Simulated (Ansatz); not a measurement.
Planning a run of Ansatz 0.2.0 on WS2 (Tungstenite). The input:

```yaml
crystal:
  lattice:
    - [3.1532, 0.0, 0.0]
    - [-1.5766, 2.7307513032, 0.0]
    - [0.0, 0.0, 12.323]
  atoms:
    - { symbol: W, position: [0.3333333333, 0.6666666667, 0.25] }
    - { symbol: W, position: [0.6666666667, 0.3333333333, 0.75] }
    - { symbol: S, position: [0.3333333333, 0.6666666667, 0.6225] }
    - { symbol: S, position: [0.6666666667, 0.3333333333, 0.1225] }
    - { symbol: S, position: [0.3333333333, 0.6666666667, 0.8775] }
    - { symbol: S, position: [0.6666666667, 0.3333333333, 0.3775] }
kpoints:
  mp_grid: { grid: [9, 9, 2] }
hamiltonian:
  xc: lda
scf:
  occupations: { method: fixed }
dielectric: {}
```

```sh
ansatz run input.yaml --threads 2 --pin off --max-ram 92160MiB --backend cuda --events-out ev --progress --plain --runs-dir out --devices 1 --max-vram 13GiB  # rebuilt from the run's record
```

Q: How long will it take on 1 × NVIDIA H100 80GB HBM3 (shared by 6 runs) with 2 threads of AMD EPYC 7R13 (Zen 3), shared host, and how much memory?

It took 29 s; on shared hardware allow 14 s to 57 s. Peak host memory was 1.7 GiB.

[Paths, hosts, dates, memory and timing lines, banners, echoed tables and standing remarks are left out of the program output.]

[Logs are printed without paths, hosts, clocks, repeated set-up lines and the standing remarks that a program may print on its own settings, such as how far it seeks lower states.]

[Runs of the session that timed out or met a known fault of the program may be left out.]

[Cells called generated may have been cut or substituted from an entry of the Crystallography Open Database or the Materials Project.]

[Hosts, paths, dates, database ids (printed as entryN), source tags and the programs' standing remarks are cut or masked in the printed files.]
